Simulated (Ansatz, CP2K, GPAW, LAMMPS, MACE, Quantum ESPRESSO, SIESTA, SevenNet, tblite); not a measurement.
**Other levels on amorphous carbon (64 atoms)**

Density of this cell: 2.92 g/cm³. The cell holds 64 atoms: 64 C. Cell: a = 7.590 Å, b = 7.590 Å, c = 7.590 Å, α = 90.0°, β = 90.0°, γ = 90.0°. 64 atoms (64 C) placed at random at 2.92 g/cm³, melted at 6000 K for 10 ps at fixed volume with the Tersoff potential (Tersoff, Phys. Rev. B 39, 5566 (1989)). Quenched from 6000 K to 300 K at 100 K/ps and fixed volume, held 5 ps, then minimised at fixed cell.

Geometry: as built.

The reference, a calculation:

* method: Kohn-Sham DFT, PBE, SSSP efficiency 1.3.0 pseudopotentials, plane waves (Quantum ESPRESSO 7.5); sssp-pbe-1.3.0-efficiency, cutoffs 45/360 Ry, Γ point
* r.m.s. force component: 1.258 eV/Å
* longest force: 5.077 eV/Å
* pressure: -7.191 GPa
* time: 41 s on 2 MPI ranks of Arm Neoverse V1, shared host
* CPU time: 83 s

Runs, in no order:
A. GPAW PBE, LCAO szp(dzp), h 0.2 Å: Kohn-Sham DFT, PBE, PAW, atomic orbitals (szp(dzp))
B. CP2K PBE, DZVP-MOLOPT-SR, 225/50 Ry, diagonalisation: Kohn-Sham DFT, PBE, GTH-PBE pseudopotentials, Gaussian and plane waves, DZVP-MOLOPT-SR-GTH, diagonalisation
C. SIESTA PBE, TZP, shift 0.01 Ry, mesh 300 Ry: Kohn-Sham DFT, PBE, PseudoDojo 0.4.1 norm-conserving pseudopotentials (converted to PSML), numerical atomic orbitals (TZP), diagonalisation
D. CP2K PBE, DZVP-MOLOPT-SR, 450/30 Ry, diagonalisation: Kohn-Sham DFT, PBE, GTH-PBE pseudopotentials, Gaussian and plane waves, DZVP-MOLOPT-SR-GTH, diagonalisation
E. QE PBE, dojo-0.4.1-standard, 60/240 Ry: Kohn-Sham DFT, PBE, PseudoDojo 0.4.1 standard norm-conserving pseudopotentials, plane waves

Q: Order them from the smallest to the largest r.m.s. force difference.

E, D, B, C, A.

```tsv
run	Δ force, r.m.s. (meV/Å)	share of r.m.s. force (%)	CPU time
E. QE PBE, dojo-0.4.1-standard, 60/240 Ry	17.6	1.40	60 s
D. CP2K PBE, DZVP-MOLOPT-SR, 450/30 Ry, diagonalisation	25.6	2.04	3.6 min
B. CP2K PBE, DZVP-MOLOPT-SR, 225/50 Ry, diagonalisation	36.0	2.86	4.2 min
C. SIESTA PBE, TZP, shift 0.01 Ry, mesh 300 Ry	138	11.0	5.2 min
A. GPAW PBE, LCAO szp(dzp), h 0.2 Å	368	29.2	1.8 min
```

The network of bonds at the start is that of the classical potential that made the cell, and needn't be the one that DFT or experiment would give. The electronic-structure runs sample only Γ, in a cell whose shortest periodic width is 8 Å, which is coarse for a cell with partly filled levels.

[Logs are printed without paths, hosts, clocks, repeated set-up lines and the standing remarks that a program may print on its own settings, such as how far it seeks lower states.]

[Hosts, paths, dates, database ids (printed as entryN), source tags and the programs' standing remarks are cut or masked in the printed files.]
